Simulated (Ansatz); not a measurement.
**CaMgCl2 (built on the sites of a database entry of CaCl): the cell at rest**

Task: relax CaMgCl2 (built on the sites of a database entry of CaCl) tightly.

Program: Ansatz 0.2.0. Level of theory: DFT PBEsol, scalar-relativistic, plane waves, norm-conserving pseudopotentials. Results are calculated unless marked as measured.

The structure was built from a prototype and need not be the compound's stable phase.

### Step 1. Starting point

The structure is tetragonal, space group P4mm (No. 99). Conventional cell: a = 3.624 Å, b = 3.624 Å, c = 6.457 Å, α = 90.00°, β = 90.00°, γ = 90.00°. Nearest to Mg lie 5 Cl at 2.76 to 2.91 Å. Nearest to Ca lie 6 Cl at 2.76 to 3.55 Å and 4 Mg at 3.18 Å. Cl has 4 Ca at 2.76 Å and 1 Mg at 2.91 Å nearest. Nearest to Cl lie 4 Mg at 2.76 Å and 2 Ca at 2.91 to 3.55 Å. Farther neighbours and most contacts between anions are not listed.

### Step 2. Probe on a coarse mesh

A quick single point on a coarse mesh tells whether the cell has a gap and how far it is from rest, which sets the k mesh and smearing that follow.

Input file input.yaml:

```yaml
crystal:
  lattice:
    - [3.6245, 0.0, 0.0]
    - [0.0, 3.6245, 0.0]
    - [0.0, 0.0, 6.45746]
  atoms:
    - { symbol: Mg, position: [0.0, 0.5, 0.146] }
    - { symbol: Ca, position: [0.5, 0.0, 0.854] }
    - { symbol: Cl, position: [0.0, 0.5, 0.695] }
    - { symbol: Cl, position: [0.5, 0.0, 0.305] }
kpoints:
  mp_grid: { grid: [6, 6, 4] }
hamiltonian:
  xc: pbesol
  pseudopotentials: { kind: nc }
scf:
  occupations: { method: gaussian, width: 0.1 }
output:
  forces: true
  stress: true
  eigenvalues: true
```

On the command line:

```
$ ansatz run input.yaml --threads 8 --pin off --max-ram 14336MiB --backend cpu --events-out ev --progress --plain --runs-dir out
```

Numbers of over 12 decimals in the logs are rounded to 6 here.

Log:

```text
Engine: ansatz 0.2.0, aarch64-unknown-linux-gnu
Pseudopotentials: kind: nc
Pseudopotential: Mg, nc, valence charge 10, recommended cutoff 1142.878222 eV (normal), Mg.nc.azcp (PseudoDojo's, or run here from an input of PseudoDojo's: the run reads no file of this project's for it)
[...]
P = ⅓ Tr σ = 6.3068 GPa (63.068 kbar)
--- Band table (eV; the first three rows and the last of 30) ---
  k-point 0: bands = [... 13 lower, 3.1199, 3.5969, 3.5969, 6.4372, 8.1675, 10.1362, 11.2823, 11.2823]
  k-point 1: bands = [... 13 lower, 3.0123, 3.6014, 3.6014, 7.0152, 8.1920, 10.1689, 11.1572, 11.3548]
  k-point 2: bands = [... 13 lower, 3.0047, 3.6058, 3.6058, 7.7091, 8.2173, 9.6248, 11.4310, 11.4310]
  k-point 29: bands = [... 13 lower, 2.1653, 2.3702, 2.9182, 8.8115, 8.8115, 8.9421, 10.5831, 12.0152]
[key lines of the parts left out:]
SCF converged after 11 iterations
Free energy (F): -3560.266387 eV
Fermi energy:    8.259400 eV
```

It took 2.5 s on 8 threads of Arm Neoverse V2, shared host; peak memory 0.66 GiB.

Numbers from this step:

```yaml
pressure: 6.307 GPa
volume_per_atom: 21.21 Å³
gap_on_the_k_mesh: 0 eV
```

The coarse mesh shows no gap and a pressure of 6.3 GPa.

### Step 3. Coarse relaxation

The start is far from rest, so a relaxation with loose tolerances brings it close first.

input.yaml, as its differences from that of step 2:

```diff
@@ -21 +21,6 @@
   eigenvalues: true
+relax:
+  adjacent_minimum: "off"
+  f_tol: 0.05
+  max_steps: 80
+  cell: { stress_tol: 0.5 }
```

Log:

```text
[...]
Crystal: 4 atoms, lattice volume = 84.832 Å³
Basis set: ecut = 1142.878222 eV, 7387 PW (Γ), exchange–correlation on 80×80×144 points (8 copies of the dense FFT grid, shifted against one another)
Bands: 21, of which v1, the nominal top of the filled ones, is band 17 counted from 1 (16 counted from 0)
Symmetry: 8 space group operations
[...]
F+E_penalty+E_count = -3561.25092775 eV   max|allowed force component| = 2.777e-2 eV/Å   (the final SCF, on the basis selected at the relaxed cell)
  cell:  # Å, volume = 95.2088 Å³
    - [3.444549, 0, 0]
    - [0, 3.444549, 0.0]
    - [0, 0.0, 8.024396]
  atoms:
    - { symbol: Mg, position: [0, 0.5, 0.169640] }
    - { symbol: Ca, position: [0.5, 0, 0.837570] }
    - { symbol: Cl, position: [0, 0.5, 0.667991] }
    - { symbol: Cl, position: [0.5, 0, 0.324799] }
[key lines of the parts left out:]
SCF converged after 5 iterations
Free energy (F): -3561.250928 eV
Fermi energy:    6.995614 eV
P = ⅓ Tr σ = 0.0542 GPa (0.542 kbar)
```

It took 34 s on 8 threads; peak memory 0.87 GiB.

The steps of the relaxation:

```
step  energy less that of the first step (eV)  largest force component (eV/Å)  pressure (GPa)  volume (Å³)
   1                                   0.0000                          1.6325            6.31        84.83
   2                                  -0.6639                          0.6935            1.49        89.39
   3                                  -0.8428                          0.3801            0.24        89.41
   4                                  -0.8699                          0.1148            0.11        90.31
   5                                  -0.8822                          0.1583            0.04        90.77
   6                                  -0.9115                          0.0882           -0.07        91.38
   7                                  -0.9191                          0.0402           -0.28        91.93
  8*                                  -0.9451                          0.0406            0.25        91.93
   9                                  -0.9709                          0.0286            0.06        93.66
  10                                  -0.9768                          0.1510           -0.19        94.89
  11                                  -0.9326                          0.3491            1.53        96.88
  12                                  -0.9652                          0.3249           -0.20        97.04
  13                                  -0.9820                          0.0277           -0.01        95.21
 14*                                  -0.9845                          0.0278            0.05        95.21
```

Relaxation steps marked * repeat the geometry before them on a plane-wave basis chosen anew for their cell, so energy and pressure can jump there. Relaxation steps 11, 12 were tried and not accepted.

Forces are held to the 8 operations that the run works with; a distortion that breaks them can't arise in this run.

```
     cell as run  before  after   change
           a (Å)   3.624  3.445   -5.0 %
           b (Å)   3.624  3.445   -5.0 %
           c (Å)   6.457  8.024  +24.3 %
volume (Å³/atom)   21.21  23.80  +12.2 %
```

The atoms that moved most (Å, as changes of fractional coordinates times the final cell):

```
atom     dx     dy      dz  length
 Cl3  0.000  0.000  -0.217   0.217
 Mg1  0.000  0.000   0.190   0.190
 Cl4  0.000  0.000   0.159   0.159
 Ca2  0.000  0.000  -0.132   0.132
```

Numbers from this step:

* pressure: 0.05420 GPa
* volume per atom: 23.80 Å³

In this step the volume went from 21.21 to 23.80 Å³/atom.

### Step 4. Bringing the structure to rest

The cell and atoms are relaxed, since residual forces and stress would shift the frequencies.

input.yaml, the sections that differ from step 3:

```yaml
crystal:
  lattice:
    - [3.4445494278, 0.0, 0.0]
    - [0.0, 3.4445494278, 0.0]
    - [0.0, 0.0, 8.0243959242]
  atoms:
    - { symbol: Mg, position: [0.0, 0.5, 0.1696401029] }
    - { symbol: Ca, position: [0.5, 0.0, 0.83756975] }
    - { symbol: Cl, position: [0.0, 0.5, 0.6679914711] }
    - { symbol: Cl, position: [0.5, 0.0, 0.3247986761] }
kpoints:
  mp_grid: { grid: [12, 12, 6] }
relax:
  adjacent_minimum: "off"
  f_tol: 0.005
  max_steps: 80
  cell: { stress_tol: 0.05 }
# hamiltonian, scf, output: as in step 3
```

Log:

```text
[...]
Crystal: 4 atoms, lattice volume = 95.209 Å³
Basis set: ecut = 1142.878222 eV, 8337 PW (Γ), exchange–correlation on 80×80×180 points (8 copies of the dense FFT grid, shifted against one another)
Bands: 21, of which v1, the nominal top of the filled ones, is band 17 counted from 1 (16 counted from 0)
Symmetry: 8 space group operations
[...]
k-points: 112 of 864 (time reversal used)
[...]
SCF iter   1: F=—  HF=-3577.414581 eV  |F-HF|=—  |Δ(HF+E_count)|=         —  Δρ=2.19e-1  dr2=2.35e2  ethr=3.10e-3  ⟨swp⟩=13.1  Hψ=20669  notcnv=0
[...]
SCF iter  13: F=-3561.249431 eV  HF=-3561.249431 eV  |F-HF|=8.68e-10  |Δ(HF+E_count)|=   7.46e-9  Δρ=5.12e-6  dr2=3.53e-8  ethr=2.94e-10  ⟨swp⟩=12.7  Hψ=18072  notcnv=0
SCF 1 converged in 13 iterations: F = -3561.249431 eV  dr2 = 3.53e-8
relax step   1: F+E_penalty+E_count = -3561.24943077 eV  Δ(F+E_penalty+E_count) = +0.000e0 eV  max|allowed force component| = 2.658e-2 eV/Å  Δτ_max = 0.0000 Å  P = +0.057 GPa  Ω = 95.209 Å³  (13 SCF iters, dr2 threshold 1.00e-7 eV, accepted)
Crystal: 4 atoms, lattice volume = 96.272 Å³
Basis set: ecut = 1142.878222 eV, 8465 PW (Γ), exchange–correlation on 80×80×180 points (8 copies of the dense FFT grid, shifted against one another)
[...]
SCF iter   9: F=-3561.249581 eV  HF=-3561.249581 eV  |F-HF|=1.19e-8  |Δ(HF+E_count)|=   1.81e-8  Δρ=2.31e-6  dr2=1.92e-8  ethr=2.13e-10  ⟨swp⟩=8.2  Hψ=12267  notcnv=0
SCF 2 converged in 9 iterations: F = -3561.249581 eV  dr2 = 1.92e-8
relax step   2: F+E_penalty+E_count = -3561.24958082 eV  Δ(F+E_penalty+E_count) = -1.501e-4 eV  max|allowed force component| = 5.017e-2 eV/Å  Δτ_max = 0.0308 Å  P = +0.014 GPa  Ω = 96.272 Å³  energy of the carried Pulay correction = -4.851e-5 eV  (9 SCF iters, dr2 threshold 7.24e-8 eV, accepted)
Crystal: 4 atoms, lattice volume = 96.115 Å³
Basis set: ecut = 1142.878222 eV, 8449 PW (Γ), exchange–correlation on 80×80×180 points (8 copies of the dense FFT grid, shifted against one another)
[...]
SCF iter   1: F=—  HF=-3561.250759 eV  |F-HF|=—  |Δ(HF+E_count)|=         —  Δρ=1.08e-3  dr2=1.79e-3  ethr=2.50e-6  ⟨swp⟩=3.4  Hψ=17556  notcnv=0
eigensolver tolerance schedule calibrated: the retry pair's looser diagonalisation under-reported the residual by θ = 0.53 (0.17/decade); ethr = c·dr2/N_el runs at the constant in force after the calibration composes with the one it found (an armed cap, an earlier calibration), c = 3.5e-2
[...]
SCF iter   2: F=—  HF=-3561.250410 eV  |F-HF|=—  |Δ(HF+E_count)|=   3.49e-4  Δρ=5.62e-4  dr2=6.88e-4  ethr=1.83e-6  ⟨swp⟩=2.0  Hψ=3039  notcnv=0
[...]
SCF iter   7: F=-3561.250017 eV  HF=-3561.250017 eV  |F-HF|=1.41e-9  |Δ(HF+E_count)|=   5.98e-8  Δρ=4.37e-6  dr2=2.46e-8  ethr=1.61e-10  ⟨swp⟩=8.0  Hψ=12677  notcnv=0
SCF 3 converged in 7 iterations: F = -3561.250017 eV  dr2 = 2.46e-8
relax step   3: F+E_penalty+E_count = -3561.25001740 eV  Δ(F+E_penalty+E_count) = -4.366e-4 eV  max|allowed force component| = 4.452e-2 eV/Å  Δτ_max = 0.0152 Å  P = -0.056 GPa  Ω = 96.115 Å³  energy of the carried Pulay correction = -4.136e-5 eV  (7 SCF iters, dr2 threshold 1.57e-7 eV, accepted)
[...]
relax step   4: F+E_penalty+E_count = -3561.25041437 eV  Δ(F+E_penalty+E_count) = -3.970e-4 eV  max|allowed force component| = 3.033e-2 eV/Å  Δτ_max = 0.0155 Å  P = -0.077 GPa  Ω = 96.297 Å³  energy of the carried Pulay correction = -4.965e-5 eV  (7 SCF iters, dr2 threshold 1.24e-7 eV, accepted)
[...]
relax step   5: F+E_penalty+E_count = -3561.25063754 eV  Δ(F+E_penalty+E_count) = -2.232e-4 eV  max|allowed force component| = 8.485e-3 eV/Å  Δτ_max = 0.0087 Å  P = -0.026 GPa  Ω = 96.389 Å³  energy of the carried Pulay correction = -5.383e-5 eV  (7 SCF iters, dr2 threshold 5.75e-8 eV, accepted)
[...]
relax step   6: F+E_penalty+E_count = -3561.25070190 eV  Δ(F+E_penalty+E_count) = -6.436e-5 eV  max|allowed force component| = 5.490e-3 eV/Å  Δτ_max = 0.0068 Å  P = +0.015 GPa  Ω = 96.450 Å³  energy of the carried Pulay correction = -5.658e-5 eV  (8 SCF iters, dr2 threshold 4.50e-9 eV, accepted)
[...]
relax step   7: F+E_penalty+E_count = -3561.25070623 eV  Δ(F+E_penalty+E_count) = -4.327e-6 eV  max|allowed force component| = 7.000e-4 eV/Å  Δτ_max = 0.0015 Å  P = +0.003 GPa  Ω = 96.510 Å³  energy of the carried Pulay correction = -5.930e-5 eV  (8 SCF iters, dr2 threshold 1.88e-9 eV, accepted)
[...]
SCF iter   8: F=-3561.250808 eV  HF=-3561.250808 eV  |F-HF|=1.59e-11  |Δ(HF+E_count)|=  6.68e-11  Δρ=1.76e-7  dr2=2.08e-11  ethr=1.00e-12  ⟨swp⟩=5.1  Hψ=10865  notcnv=0
SCF 8 converged in 8 iterations: F = -3561.250808 eV  dr2 = 2.08e-11
relax step   8: F+E_penalty+E_count = -3561.25080821 eV  Δ(F+E_penalty+E_count) = -1.020e-4 eV  max|allowed force component| = 7.262e-4 eV/Å  Δτ_max = 0.0000 Å  P = +0.007 GPa  Ω = 96.510 Å³  stress off target by 1.30e-2 GPa  SCF on the basis re-selected at this cell (its energy is not comparable with the rows above)  (8 SCF iters)
[...]
SCF converged after 8 iterations
Free energy (F): -3561.250808 eV
[...]
Internal energy: -3561.247420 eV  (E = F + TS)
E sigma→0 (E₀):  -3561.249114 eV
Entropy (-TS):   -0.003388 eV (-0.847 meV/atom)
Fermi energy:    6.928806 eV
[...]
--- Forces (eV/Å), atoms counted from 1 ---
  atom   1  Mg     0.00000000     0.00000000     0.00012607
  atom   2  Ca    -0.00000000     0.00000000     0.00070986
  atom   3  Cl    -0.00000000     0.00000000    -0.00047836
  atom   4  Cl     0.00000000    -0.00000000    -0.00042308
  max |Σ_I F_I| component: 6.55e-5 eV/Å
--- Stress (GPa, compression-positive) ---
        0.003773       0.000000       0.000000
        0.000000       0.003773       0.000000
        0.000000      -0.000000       0.013005
  P = ⅓ Tr σ = 0.0069 GPa (0.069 kbar)
--- Band table (eV; the first three rows and the last of 112) ---
  k-point 0: bands = [... 13 lower, 2.1461, 2.5913, 2.5913, 4.2655, 6.9806, 8.5423, 8.7627, 10.2303]
  k-point 1: bands = [... 13 lower, 2.1452, 2.5924, 2.5924, 4.4099, 6.9814, 8.2653, 8.9251, 10.2072]
  k-point 2: bands = [... 13 lower, 2.1434, 2.5946, 2.5946, 4.7053, 6.9832, 7.8723, 9.1050, 10.1187]
  k-point 111: bands = [... 13 lower, 0.6952, 1.4335, 2.1658, 7.4752, 7.7326, 7.7326, 8.4985, 9.1435]
--- Relaxed structure (7 steps of the walk, 7 accepted, 1 SCFs on fresh bases) ---
[...]
cell:  # Å, volume = 96.5104 Å³
    - [3.438831, 0, 0]
    - [0, 3.438831, 0.0]
    - [0, 0.0, 8.161171]
  atoms:
    - { symbol: Mg, position: [0, 0.500000, 0.167453] }
    - { symbol: Ca, position: [0.500000, 0, 0.839774] }
    - { symbol: Cl, position: [0, 0.500000, 0.672502] }
    - { symbol: Cl, position: [0.500000, 0, 0.320270] }
```

Run time: 82 s. Hardware: 8 threads; peak memory 1.3 GiB.

Step by step:

```
step  energy less that of the first step (eV)  largest force component (eV/Å)  pressure (GPa)  volume (Å³)
   1                                   0.0000                          0.0266            0.06        95.21
   2                                  -0.0001                          0.0502            0.01        96.27
   3                                  -0.0006                          0.0445           -0.06        96.11
   4                                  -0.0010                          0.0303           -0.08        96.30
   5                                  -0.0012                          0.0085           -0.03        96.39
   6                                  -0.0013                          0.0055            0.02        96.45
   7                                  -0.0013                          0.0007            0.00        96.51
  8*                                  -0.0014                          0.0007            0.01        96.51
```

Relaxation steps marked * repeat the geometry before them on a plane-wave basis chosen anew for their cell, so energy and pressure can jump there.

Forces are held to the 8 operations that the run works with; a distortion that breaks them can't arise in this run.

```
conventional cell, symmetrised  before  after  change
                         a (Å)   3.445  3.439  -0.2 %
                         b (Å)   3.445  3.439  -0.2 %
                         c (Å)   8.024  8.161  +1.7 %
              volume (Å³/atom)   23.80  24.13  +1.4 %
```

The atoms that moved most (Å, as changes of fractional coordinates times the final cell):

```
atom     dx     dy      dz  length
 Cl4  0.000  0.000  -0.037   0.037
 Cl3  0.000  0.000   0.037   0.037
 Ca2  0.000  0.000   0.018   0.018
 Mg1  0.000  0.000  -0.018   0.018
```

The relaxed structure:

```cif
data_structure
_symmetry_space_group_name_H-M 'P 1'
_symmetry_Int_Tables_number 1
_cell_length_a 3.4388
_cell_length_b 3.4388
_cell_length_c 8.1612
_cell_angle_alpha 90.000
_cell_angle_beta 90.000
_cell_angle_gamma 90.000
_cell_volume 96.51
loop_
_atom_site_label
_atom_site_type_symbol
_atom_site_fract_x
_atom_site_fract_y
_atom_site_fract_z
_atom_site_occupancy
Mg1 Mg 0.00000 0.50000 0.16745 1
Ca2 Ca 0.50000 0.00000 0.83977 1
Cl3 Cl 0.00000 0.50000 0.67250 1
Cl4 Cl 0.50000 0.00000 0.32027 1
```

Numbers from this step:

| Item | Value |
| --- | --- |
| pressure | 0.006850 GPa |
| volume per atom | 24.13 Å³ |

In this step the volume went from 23.80 to 24.13 Å³/atom.

### Step 5. Relaxing to small forces for the phonons

Phonons need a cell at rest on their own settings, so the relaxation is repeated with tight tolerances on forces and stress on the k mesh and occupations of the first response run.

input.yaml, the sections that differ from step 4:

```yaml
crystal:
  lattice:
    - [3.4388313588, 0.0, 0.0]
    - [0.0, 3.4388313588, 0.0]
    - [0.0, 0.0, 8.1611706741]
  atoms:
    - { symbol: Mg, position: [0.0, 0.5, 0.1674530718] }
    - { symbol: Ca, position: [0.5, 0.0, 0.8397744971] }
    - { symbol: Cl, position: [0.0, 0.5, 0.6725023927] }
    - { symbol: Cl, position: [0.5, 0.0, 0.3202700385] }
scf:
  occupations: { method: methfessel_paxton, width: 0.2 }
relax:
  adjacent_minimum: "off"
  f_tol: 0.001
  max_steps: 60
  cell: { stress_tol: 0.01 }
# kpoints, hamiltonian, output: as in step 4
```

Log:

```text
[...]
Crystal: 4 atoms, lattice volume = 96.510 Å³
Basis set: ecut = 1142.878222 eV, 8481 PW (Γ), exchange–correlation on 80×80×180 points (8 copies of the dense FFT grid, shifted against one another)
Bands: 21, of which v1, the nominal top of the filled ones, is band 17 counted from 1 (16 counted from 0)
Symmetry: 8 space group operations
[...]
--- Relaxed structure (5 steps of the walk, 3 accepted, 1 SCFs on fresh bases) ---
[...]
cell:  # Å, volume = 96.5377 Å³
    - [3.438895, 0.0, 0]
    - [0.0, 3.438895, 0.0]
    - [0, 0.0, 8.163175]
  atoms:
    - { symbol: Mg, position: [0, 0.500000, 0.167419] }
    - { symbol: Ca, position: [0.500000, 0.0, 0.839984] }
    - { symbol: Cl, position: [0, 0.500000, 0.672528] }
    - { symbol: Cl, position: [0.500000, 0.0, 0.320069] }
[key lines of the parts left out:]
SCF converged after 11 iterations
Free energy (F): -3561.248349 eV
Fermi energy:    6.924919 eV
P = ⅓ Tr σ = 0.0017 GPa (0.017 kbar)
```

The job ended after 70 s (8 threads; peak memory 1.3 GiB; 9.1 min of CPU time).

Little changed from the start: no atom moved by 0.005 Å and no cell edge by 0.1 %.

Numbers from this step:

| Item | Value |
| --- | --- |
| pressure | 0.001701 GPa |

The largest force component left is 0.37 meV/Å and the pressure is 0.002 GPa, within the tolerances set. The cell now holds 24.13 Å³/atom.

### Step 6. Results

```yaml
space_group_after_relaxation_within_0p01_a: P4mm
lattice_constant_a: 3.439 Å
lattice_constant_b: 3.439 Å
lattice_constant_c: 8.163 Å
volume_per_atom: 24.1 Å³
```

In words: The largest force component left is 0.37 meV/Å and the pressure is 0.002 GPa, within the tolerances set. The cell now holds 24.13 Å³/atom. The relaxation keeps the symmetry of its start, so it says nothing on stability against lower symmetry. The starting cell was built on a prototype and not taken from a measurement, so the phase need not exist.

[Logs are printed without paths, hosts, clocks, repeated set-up lines and the standing remarks that a program may print on its own settings, such as how far it seeks lower states.]

[Hosts, paths, dates, database ids (printed as entryN), source tags and the programs' standing remarks are cut or masked in the printed files.]
